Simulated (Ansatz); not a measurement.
**(AlAs)2(GaAs)2 [001] superlattice, started as zinc blende: the cell at rest**

Task: relax (AlAs)2(GaAs)2 [001] superlattice, started as zinc blende tightly.

Calculated with Ansatz 0.2.0; DFT PBEsol, scalar-relativistic, plane waves, PAW.

The structure was built from a prototype and need not be the compound's stable phase.

## (1) The starting structure

Symmetry: P-4m2, No. 115, tetragonal system. The conventional cell has a = 3.999 Å, b = 3.999 Å, c = 11.310 Å, α = 90.00°, β = 90.00°, γ = 90.00°. Nearest to Al lie 4 As at 2.45 Å. Nearest to As lie 4 Al at 2.45 Å. As has 2 Al at 2.45 Å and 2 Ga at 2.45 Å nearest. Nearest to As lie 4 Ga at 2.45 Å. Ga has 4 As at 2.45 Å nearest. Farther neighbours are not listed.

## (2) Probe on a coarse mesh

First a cheap look: the gap decides the mesh and the occupations, the pressure tells how far the cell has to move.

input.yaml

```yaml
crystal:
  lattice:
    - [2.8275, 2.8275, 0.0]
    - [-2.8275, 2.8275, 0.0]
    - [0.0, 0.0, 11.31]
  atoms:
    - { symbol: Al, position: [0.0, 0.0, 0.0] }
    - { symbol: Al, position: [0.5, 0.5, 0.25] }
    - { symbol: As, position: [0.5, 0.0, 0.125] }
    - { symbol: As, position: [1.0, 0.5, 0.375] }
    - { symbol: As, position: [0.5, 0.0, 0.625] }
    - { symbol: As, position: [1.0, 0.5, 0.875] }
    - { symbol: Ga, position: [0.0, 0.0, 0.5] }
    - { symbol: Ga, position: [0.5, 0.5, 0.75] }
kpoints:
  mp_grid: { grid: [4, 4, 2] }
hamiltonian:
  xc: pbesol
scf:
  occupations: { method: gaussian, width: 0.1 }
output:
  forces: true
  stress: true
  eigenvalues: true
```

Command:

```sh
$ ansatz run input.yaml --threads 8 --pin off --max-ram 14336MiB --backend cpu --events-out ev --progress --plain --runs-dir out
```

Numbers of over 12 decimals in the logs are rounded to 6 here.

What it wrote:

```text
Engine: ansatz 0.2.0, aarch64-unknown-linux-gnu
Pseudopotentials: kind: paw
Pseudopotential: Al, paw, valence charge 3, recommended cutoff 420 eV (normal), Al.paw.azcp
Pseudopotential: As, paw, valence charge 15, recommended cutoff 420 eV (normal), As.paw.azcp
Pseudopotential: Ga, paw, valence charge 13, recommended cutoff 420 eV (normal), Ga.paw.azcp
Functional definition: PBEsol
  exchange = pbesol_x
[...]
k-point 0: bands = [... 42 lower, 5.6677, 7.1779, 7.2021, 7.2021, 8.2955, 8.5159, 9.0118, 9.4683, ... 4 higher]
  k-point 1: bands = [... 42 lower, 6.4746, 6.4746, 6.7437, 6.7437, 8.5694, 8.8953, 9.4206, 9.4729, ... 4 higher]
  k-point 2: bands = [... 42 lower, 5.8935, 5.9154, 5.9862, 6.9818, 9.1590, 9.5686, 9.7872, 10.2315, ... 4 higher]
  k-point 11: bands = [... 42 lower, 4.3323, 4.3598, 4.3730, 4.3904, 9.3212, 9.5665, 9.6543, 9.9033, ... 4 higher]
[key lines of the parts left out:]
SCF converged after 7 iterations
Free energy (F): -27790.373876 eV
Fermi energy:    7.752096 eV
P = ⅓ Tr σ = 0.5544 GPa (5.544 kbar)
```

Elapsed: 1.6 s, on 8 threads of Arm Neoverse V2, shared host; peak memory 0.64 GiB.

A gap read on the k-mesh alone can miss the band edges.

This step gave:

- pressure: 0.5544 GPa
- gap on the k-mesh: 1.093 eV
- volume per atom: 22.61 Å³
- direct gap on mesh: 1.093 eV

The coarse mesh shows a gap of 1.09 eV and a pressure of 0.6 GPa.

## (3) Relaxation

The cell and atoms are relaxed, since residual forces and stress would shift the frequencies.

input.yaml, the sections that differ from step 2:

```yaml
kpoints:
  mp_grid: { grid: [6, 6, 2] }
scf:
  occupations: { method: gaussian, width: 0.02 }
output:
  forces: true
  stress: true
  eigenvalues: true
  write_density: true
  write_potential: true
  elf: true
  volumetric_format: npy
relax:
  adjacent_minimum: "off"
  f_tol: 0.005
  max_steps: 80
  cell: { stress_tol: 0.05 }
# crystal, hamiltonian: as in step 2
```

What it wrote:

```text
[...]
Crystal: 8 atoms, lattice volume = 180.841 Å³
Basis set: ecut = 420 eV, 3549 PW (Γ), exchange–correlation on 54×54×160 points (8 copies of the dense FFT grid, shifted against one another)
Bands: 56, of which v1, the nominal top of the filled ones, is band 46 counted from 1 (45 counted from 0)
Symmetry: 8 space group operations
[...]
k-points: 20 of 72
[...]
SCF iter   1: F=—  HF=-27790.569546 eV  |F-HF|=—  |Δ(HF+E_count)|=         —  Δρ=2.86e-3  dr2=2.68e-2  ethr=1.77e-3  ⟨swp⟩=6.5  Hψ=4256  notcnv=0
[...]
SCF iter   8: F=-27790.558952 eV  HF=-27790.558952 eV  |F-HF|=2.47e-9  |Δ(HF+E_count)|=   7.28e-8  Δρ=2.12e-6  dr2=7.99e-9  ethr=1.09e-10  ⟨swp⟩=12.8  Hψ=7971  notcnv=0
SCF 1 converged in 8 iterations: F = -27790.558952 eV  dr2 = 7.99e-9
[...]
relax step   1: F+E_penalty+E_count = -27790.55895168 eV  Δ(F+E_penalty+E_count) = +0.000e0 eV  max|allowed force component| = 3.543e-2 eV/Å  Δτ_max = 0.0000 Å  P = +0.465 GPa  Ω = 180.841 Å³  (8 SCF iters, dr2 threshold 1.00e-7 eV, accepted)
Crystal: 8 atoms, lattice volume = 181.901 Å³
[...]
iter 1 solved again at ethr=4.38e-7 eV; its pass at ethr=3.10e-3 eV (dr2=4.03e-4 eV) is discarded
[...]
SCF iter   5: F=-27790.560956 eV  HF=-27790.560956 eV  |F-HF|=3.84e-8  |Δ(HF+E_count)|=   4.59e-7  Δρ=5.46e-6  dr2=7.11e-8  ethr=7.81e-10  ⟨swp⟩=9.7  Hψ=8263  notcnv=0
SCF 2 converged in 5 iterations: F = -27790.560956 eV  dr2 = 7.11e-8
relax step   2: F+E_penalty+E_count = -27790.56095589 eV  Δ(F+E_penalty+E_count) = -2.004e-3 eV  max|allowed force component| = 8.227e-3 eV/Å  Δτ_max = 0.0058 Å  P = +0.040 GPa  Ω = 181.901 Å³  energy of the carried Pulay correction = -1.891e-4 eV  (5 SCF iters, dr2 threshold 7.18e-7 eV, accepted)
Crystal: 8 atoms, lattice volume = 182.030 Å³
[...]
SCF iter   5: F=-27790.560990 eV  HF=-27790.560990 eV  |F-HF|=5.93e-10  |Δ(HF+E_count)|=   1.18e-8  Δρ=1.48e-6  dr2=4.84e-9  ethr=1.49e-11  ⟨swp⟩=7.5  Hψ=6229  notcnv=0
SCF 3 converged in 5 iterations: F = -27790.560990 eV  dr2 = 4.84e-9
relax step   3: F+E_penalty+E_count = -27790.56099020 eV  Δ(F+E_penalty+E_count) = -3.430e-5 eV  max|allowed force component| = 2.468e-3 eV/Å  Δτ_max = 0.0024 Å  P = -0.009 GPa  Ω = 182.030 Å³  energy of the carried Pulay correction = -2.120e-4 eV  (5 SCF iters, dr2 threshold 1.37e-8 eV, accepted)
[...]
SCF iter   5: F=-27790.561192 eV  HF=-27790.561192 eV  |F-HF|=1.38e-10  |Δ(HF+E_count)|=  2.07e-10  Δρ=1.82e-7  dr2=7.72e-11  ethr=1.00e-12  ⟨swp⟩=5.2  Hψ=4784  notcnv=0
SCF 4 converged in 5 iterations: F = -27790.561192 eV  dr2 = 7.72e-11
relax step   4: F+E_penalty+E_count = -27790.56119174 eV  Δ(F+E_penalty+E_count) = -2.015e-4 eV  max|allowed force component| = 2.471e-3 eV/Å  Δτ_max = 0.0000 Å  P = -0.008 GPa  Ω = 182.030 Å³  stress off target by 1.00e-2 GPa  SCF on the basis re-selected at this cell (its energy is not comparable with the rows above)  (5 SCF iters)
basis re-selected at this cell: Δ(F+E_penalty+E_count) = -2.015e-4 eV, ΔP = +0.001 GPa vs the last step (what re-selecting the basis moved, of the pressure what is left beyond the Pulay correction that the steps carried, after the strain that the cell walked since its last selection, with what the two solves' SCF thresholds leave and, on support functions, any second-order correction that the steps lacked; it is no m [...]
SCF converged after 5 iterations
Free energy (F): -27790.561192 eV
[...]
Internal energy: -27790.561192 eV  (E = F + TS)
E sigma→0 (E₀):  -27790.561192 eV
Fermi energy:    7.633241 eV
[...]
--- Forces (eV/Å), atoms counted from 1 ---
  atom   1  Al    -0.00000000     0.00000000    -0.00134341
  atom   2  Al    -0.00000000     0.00000000     0.00134341
  atom   3  As     0.00000000    -0.00000000     0.00000000
  atom   4  As     0.00000000    -0.00000000     0.00247056
  atom   5  As     0.00000000    -0.00000000     0.00000000
  atom   6  As     0.00000000    -0.00000000    -0.00247056
  atom   7  Ga    -0.00000000     0.00000000     0.00097737
  atom   8  Ga    -0.00000000     0.00000000    -0.00097737
  max |Σ_I F_I| component: 1.59e-16 eV/Å
--- Stress (GPa, compression-positive) ---
       -0.007425      -0.000000       0.000000
       -0.000000      -0.007425      -0.000000
        0.000000      -0.000000      -0.010049
  P = ⅓ Tr σ = -0.0083 GPa (-0.083 kbar)
--- Band table (eV; the first three rows and the last of 20) ---
  k-point 0: bands = [... 42 lower, 5.5772, 7.0985, 7.0985, 7.0999, 8.1666, 8.4298, 8.8955, 9.3787, ... 6 higher]
  k-point 1: bands = [... 42 lower, 6.3889, 6.3889, 6.6364, 6.6364, 8.4801, 8.7984, 9.3127, 9.3704, ... 6 higher]
  k-point 2: bands = [... 42 lower, 5.6752, 5.6945, 6.5130, 7.0093, 8.8159, 9.2976, 9.7712, 9.9829, ... 6 higher]
  k-point 19: bands = [... 42 lower, 4.2588, 4.2939, 4.3160, 4.3387, 9.2673, 9.4971, 9.5912, 9.8217, ... 6 higher]
--- Relaxed structure (3 steps of the walk, 3 accepted, 1 SCFs on fresh bases) ---
  F+E_penalty+E_count = -27790.56119174 eV   max|allowed force component| = 2.471e-3 eV/Å   (the final SCF, on the basis selected at the relaxed cell)
  cell:  # Å, volume = 182.0300 Å³
    - [2.837000, 2.837000, 0]
    - [-2.837000, 2.837000, 0]
    - [0, 0, 11.308220]
  atoms:
    - { symbol: Al, position: [0, 0, -0.00032743] }
    - { symbol: Al, position: [0.5, 0.5, 0.250327] }
    - { symbol: As, position: [0.5, 0, 0.125] }
    - { symbol: As, position: [1.0, 0.5, 0.375297] }
    - { symbol: As, position: [0.5, 0, 0.625] }
    - { symbol: As, position: [1.0, 0.5, 0.874703] }
    - { symbol: Ga, position: [0, 0, 0.500379] }
    - { symbol: Ga, position: [0.5, 0.5, 0.749621] }
```

The job ended after 12 s (8 threads; peak memory 0.8 GiB; 87 s of CPU time).

Relaxation path:

```
step  energy less that of the first step (eV)  largest force component (eV/Å)  pressure (GPa)  volume (Å³)
   1                                   0.0000                          0.0354            0.47       180.84
   2                                  -0.0020                          0.0082            0.04       181.90
   3                                  -0.0020                          0.0025           -0.01       182.03
  4*                                  -0.0022                          0.0025           -0.01       182.03
```

Relaxation steps marked * repeat the geometry before them on a plane-wave basis chosen anew for their cell, so energy and pressure can jump there.

Forces are held to the 8 operations that the run works with; a distortion that breaks them can't arise in this run.

```
conventional cell, symmetrised  before   after  change
                         a (Å)   3.999   4.012  +0.3 %
                         b (Å)   3.999   4.012  +0.3 %
                         c (Å)  11.310  11.308  -0.0 %
              volume (Å³/atom)   22.61   22.75  +0.7 %
```

This step gave:

```
pressure           : -0.008300 GPa
gap on the k-mesh  : 1.067 eV
volume per atom    : 22.75 Å³
direct gap on mesh : 1.067 eV
```

Electrostatic potential energy in the ac plane at fractional y = 0.000, with atoms of Al and As and Ga within 0.2 Å of it. With pseudopotentials it is smooth inside the atoms' cores, unlike the true potential.

Ten even steps from '_' (-15 eV) to '@' (11 eV), each cell a mean:
```
==--..==##%%@@@@@@%%**--..--
::--++##%%@@@@@@@@@@%%**==--
##%%%%@@@@@@@@@@@@@@@@%%%%%%
@@@@@@@@@@@@@@@@@@@@@@@@@@@@
@@@@@@@@@@@@@@@@@@@@@@@@@@@@
@@@@@@@@@@@@@@@@@@@@@@@@@@@@
@@@@@@@@%%##**++**##%%@@@@@@
@@@@@@%%==::--==--::**%%@@@@
@@@@%%**::++@@@@@@----##%%@@
****##**::--%%%%##::==####**
____--****==------==**++..__
______--##%%%%%%%%%%**::____
______==%%@@@@@@@@%%##--____
::--++##%%@@@@@@@@@@%%##==::
%%%%%%@@@@@@@@@@@@@@@@@@%%%%
@@@@@@@@@@@@@@@@@@@@@@@@@@@@
@@@@@@@@@@@@@@@@@@@@@@@@@@@@
@@@@@@@@@@@@@@@@@@@@@@@@@@@@
@@@@@@@@%%##******##@@@@@@@@
@@@@@@%%==::====--::**%%@@@@
@@@@%%**::++@@@@%%----##%%@@
****##**::--%%@@**::==####**
::::--++**==------==**++::::
**==..==##%%%%%%%%%%**--::++
```
Columns run along a (4.0 Å; values clipped at the 3rd and 97th percentile), rows up along c (11.3 Å). Atoms in or near the plane, at fractional coordinates: Al at (0.00, 0.00), As at (0.50, 0.12), As at (0.50, 0.62), Ga at (0.00, 0.50).

Valence density in the ac plane at fractional y = 0.000, with atoms of Al and As and Ga within 0.2 Å of it. It is the smooth field of the valence electrons, not physical close to the nuclei.

Ten steps, logarithmic in the rise over the least value, from '0' (0 e/Å³) to '9' (33 e/Å³), each cell a mean:
```
00000000000000
00000000000000
00000000000000
00000000000000
00000000000000
00000000000000
00000111110000
00001345421000
00013589752100
11112478642111
53212233221124
98321111111258
86310000001147
22100000000012
00000000000000
00000000000000
00000000000000
00000000000000
00000111110000
00001355421000
00013589742100
00112478642110
00111233221110
00011111111100
```
Columns run along a (4.0 Å), rows up along c (11.3 Å). Atoms in or near the plane, at fractional coordinates: Al at (0.00, 0.00), As at (0.50, 0.12), As at (0.50, 0.62), Ga at (0.00, 0.50).

ELF in the ac plane at fractional y = 0.000, with atoms of Al and As and Ga within 0.2 Å of it. It is the smooth field of the valence electrons, not physical close to the nuclei.

Values, 24 rows by 14 columns, each cell a mean:
```
0.11 0.07 0.13 0.32 0.40 0.36 0.31 0.30 0.33 0.37 0.39 0.27 0.07 0.09
0.26 0.27 0.27 0.24 0.16 0.11 0.07 0.06 0.08 0.12 0.20 0.25 0.27 0.27
0.33 0.30 0.23 0.16 0.08 0.04 0.02 0.02 0.02 0.05 0.10 0.17 0.26 0.31
0.13 0.12 0.09 0.06 0.03 0.02 0.02 0.02 0.02 0.02 0.04 0.06 0.10 0.13
0.04 0.04 0.03 0.03 0.04 0.05 0.08 0.08 0.07 0.05 0.03 0.03 0.03 0.04
0.01 0.02 0.03 0.07 0.17 0.27 0.36 0.38 0.33 0.24 0.12 0.06 0.02 0.02
0.02 0.04 0.13 0.27 0.46 0.56 0.62 0.63 0.60 0.54 0.39 0.23 0.08 0.03
0.06 0.12 0.33 0.49 0.58 0.59 0.51 0.48 0.55 0.60 0.56 0.46 0.23 0.10
0.21 0.31 0.55 0.64 0.62 0.45 0.20 0.20 0.26 0.51 0.65 0.63 0.45 0.27
0.28 0.34 0.57 0.73 0.71 0.55 0.30 0.26 0.38 0.60 0.74 0.70 0.46 0.31
0.16 0.20 0.33 0.54 0.74 0.72 0.63 0.60 0.66 0.73 0.70 0.48 0.26 0.18
0.16 0.05 0.19 0.30 0.50 0.60 0.58 0.57 0.60 0.60 0.41 0.28 0.12 0.04
0.10 0.09 0.22 0.25 0.29 0.29 0.24 0.23 0.26 0.29 0.27 0.26 0.17 0.07
0.23 0.24 0.25 0.23 0.17 0.10 0.05 0.04 0.06 0.12 0.21 0.24 0.25 0.24
0.25 0.25 0.21 0.15 0.08 0.04 0.02 0.01 0.02 0.05 0.10 0.17 0.23 0.25
0.12 0.11 0.08 0.06 0.03 0.03 0.02 0.02 0.02 0.03 0.04 0.06 0.09 0.11
0.03 0.03 0.03 0.03 0.05 0.08 0.11 0.13 0.10 0.07 0.04 0.03 0.03 0.03
0.02 0.02 0.04 0.09 0.21 0.33 0.44 0.46 0.40 0.30 0.15 0.07 0.03 0.02
0.02 0.04 0.15 0.31 0.50 0.59 0.64 0.65 0.63 0.57 0.43 0.26 0.09 0.04
0.07 0.15 0.37 0.53 0.59 0.59 0.50 0.47 0.54 0.60 0.58 0.50 0.27 0.12
0.22 0.36 0.61 0.67 0.62 0.44 0.20 0.20 0.26 0.51 0.66 0.67 0.52 0.31
0.40 0.59 0.82 0.83 0.73 0.55 0.29 0.24 0.37 0.61 0.78 0.84 0.76 0.53
0.15 0.40 0.84 0.91 0.84 0.75 0.64 0.61 0.68 0.78 0.88 0.91 0.70 0.30
0.18 0.07 0.40 0.74 0.79 0.73 0.65 0.63 0.68 0.75 0.79 0.69 0.19 0.09
```
Columns run along a (4.0 Å), rows up along c (11.3 Å). Atoms in or near the plane, at fractional coordinates: Al at (0.00, 0.00), As at (0.50, 0.12), As at (0.50, 0.62), Ga at (0.00, 0.50).

In this step the volume went from 22.61 to 22.75 Å³/atom.

## (4) Tight relaxation

Phonons need a cell at rest on their own settings, so the relaxation is repeated with tight tolerances on forces and stress, using the mesh and the filling of the phonon run that follows.

input.yaml

```yaml
crystal:
  lattice:
    - [2.8369998461, 2.8369998461, 0.0]
    - [-2.8369998461, 2.8369998461, 0.0]
    - [0.0, 0.0, 11.3082196826]
  atoms:
    - { symbol: Al, position: [0.0, 0.0, -0.0003274305] }
    - { symbol: Al, position: [0.5, 0.5, 0.2503274305] }
    - { symbol: As, position: [0.5, 0.0, 0.125] }
    - { symbol: As, position: [1.0, 0.5, 0.3752974949] }
    - { symbol: As, position: [0.5, 0.0, 0.625] }
    - { symbol: As, position: [1.0, 0.5, 0.8747025051] }
    - { symbol: Ga, position: [0.0, 0.0, 0.5003785766] }
    - { symbol: Ga, position: [0.5, 0.5, 0.7496214234] }
kpoints:
  mp_grid: { grid: [8, 8, 2] }
hamiltonian:
  xc: pbesol
scf:
  occupations: { method: fixed }
output:
  forces: true
  stress: true
  eigenvalues: true
relax:
  adjacent_minimum: "off"
  f_tol: 0.001
  max_steps: 60
  cell: { stress_tol: 0.01 }
```

What it wrote:

```text
[...]
Crystal: 8 atoms, lattice volume = 182.030 Å³
Basis set: ecut = 420 eV, 3549 PW (Γ), exchange–correlation on 54×54×160 points (8 copies of the dense FFT grid, shifted against one another)
Bands: 56, of which v1, the nominal top of the filled ones, is band 46 counted from 1 (45 counted from 0)
Symmetry: 8 space group operations
[...]
k-points: 30 of 128
[...]
- [-2.834636, 2.834636, 0]
    - [0, 0, 11.326209]
  atoms:
    - { symbol: Al, position: [0, 0, -0.000357357] }
    - { symbol: Al, position: [0.500000, 0.500000, 0.250357] }
    - { symbol: As, position: [0.500000, 0, 0.125] }
    - { symbol: As, position: [1.0, 0.5, 0.375365] }
    - { symbol: As, position: [0.500000, 0, 0.625] }
    - { symbol: As, position: [1.0, 0.5, 0.874635] }
    - { symbol: Ga, position: [0, 0, 0.500407] }
    - { symbol: Ga, position: [0.500000, 0.500000, 0.749593] }
[key lines of the parts left out:]
SCF converged after 6 iterations
Free energy (F): -27790.582516 eV
Fermi energy:    7.101172 eV
P = ⅓ Tr σ = -0.0002 GPa (-0.002 kbar)
```

It took 17 s on 8 threads; peak memory 0.88 GiB.

Relaxation path:

```
step  energy less that of the first step (eV)  largest force component (eV/Å)  pressure (GPa)  volume (Å³)
   1                                   0.0000                          0.0037           -0.01       182.03
   2                                  -0.0001                          0.0016            0.00       182.02
   3                                  -0.0001                          0.0002            0.00       182.02
  4*                                  -0.0001                          0.0002            0.00       182.02
```

Relaxation steps marked * repeat the geometry before them on a plane-wave basis chosen anew for their cell, so energy and pressure can jump there.

Forces are held to the 8 operations that the run works with; a distortion that breaks them can't arise in this run.

```
conventional cell, symmetrised  before   after  change
                         a (Å)   4.012   4.009  -0.1 %
                         b (Å)   4.012   4.009  -0.1 %
                         c (Å)  11.308  11.326  +0.2 %
              volume (Å³/atom)   22.75   22.75  -0.0 %
```

Final coordinates:

```xyz
8
Lattice="2.8346 2.8346 0.0000 -2.8346 2.8346 0.0000 0.0000 0.0000 11.3262" Properties=species:S:1:pos:R:3 pbc="T T T"
Al    0.0000    0.0000   -0.0040
Al    0.0000    2.8346    2.8356
As    1.4173    1.4173    1.4158
As    1.4173    4.2520    4.2515
As    1.4173    1.4173    7.0789
As    1.4173    4.2520    9.9063
Ga    0.0000    0.0000    5.6677
Ga    0.0000    2.8346    8.4901
```

This step gave:

```
pressure           : -1.53e-4 GPa
gap on the k-mesh  : 1.068 eV
direct gap on mesh : 1.068 eV
```

The largest force component left is 0.20 meV/Å and the pressure is 0.000 GPa, within the tolerances set. The cell now holds 22.75 Å³/atom.

## (5) What came out

| Quantity | Value |
| --- | --- |
| space group after relaxation (within 0.01 Å) | P-4m2 |
| lattice constant a | 4.009 Å |
| lattice constant b | 4.009 Å |
| lattice constant c | 11.326 Å |
| volume per atom | 22.8 Å³ |
| gap on the k-mesh | 1.07 eV |

**Reading.** The largest force component left is 0.20 meV/Å and the pressure is 0.000 GPa, within the tolerances set. The cell now holds 22.75 Å³/atom. The relaxation keeps the symmetry of its start, so it says nothing on stability against lower symmetry. The starting cell was built on a prototype and not taken from a measurement, so the phase need not exist.

[Logs are printed without paths, hosts, clocks, repeated set-up lines and the standing remarks that a program may print on its own settings, such as how far it seeks lower states.]

[Hosts, paths, dates, database ids (printed as entryN), source tags and the programs' standing remarks are cut or masked in the printed files.]
